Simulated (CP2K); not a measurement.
The N K edge of isocyanoacetaldehyde was computed by TDDFT (CP2K XAS_TDP, aug-cc-pVDZ, TDA) at these levels: PBE0, PBEh(45%) and PBEh(45%) + GW2X. The first three lines of N2 (bonded to 2 C) with a strength over 0.0015, energy in eV and strength:

| run | first | second | third |
| --- | --- | --- | --- |
| 1 | 402.19 (0.038) | 402.22 (0.037) | 405.79 (0.010) |
| 2 | 390.17 (0.006) | 390.33 (0.028) | 390.40 (0.024) |
| 3 | 397.07 (0.039) | 397.10 (0.038) | 400.67 (0.010) |

Q: Which run is which?

Run 1: PBEh(45%) + GW2X (45 % exact exchange). Run 2: PBE0 (25 % exact exchange). Run 3: PBEh(45%) (45 % exact exchange). Self-interaction lifts the core level, so the uncorrected lines rise with the share of exact exchange. The GW2X run keeps the spacings of its parent: 0.03 eV between the first two lines in run 1, 0.03 eV in run 3. Its shift is +5.12 eV, since the Kohn–Sham level at this share of exchange lies that far above the quasiparticle level.

[Hosts, paths, dates, database ids (printed as entryN), source tags and the programs' standing remarks are cut or masked in the printed files.]
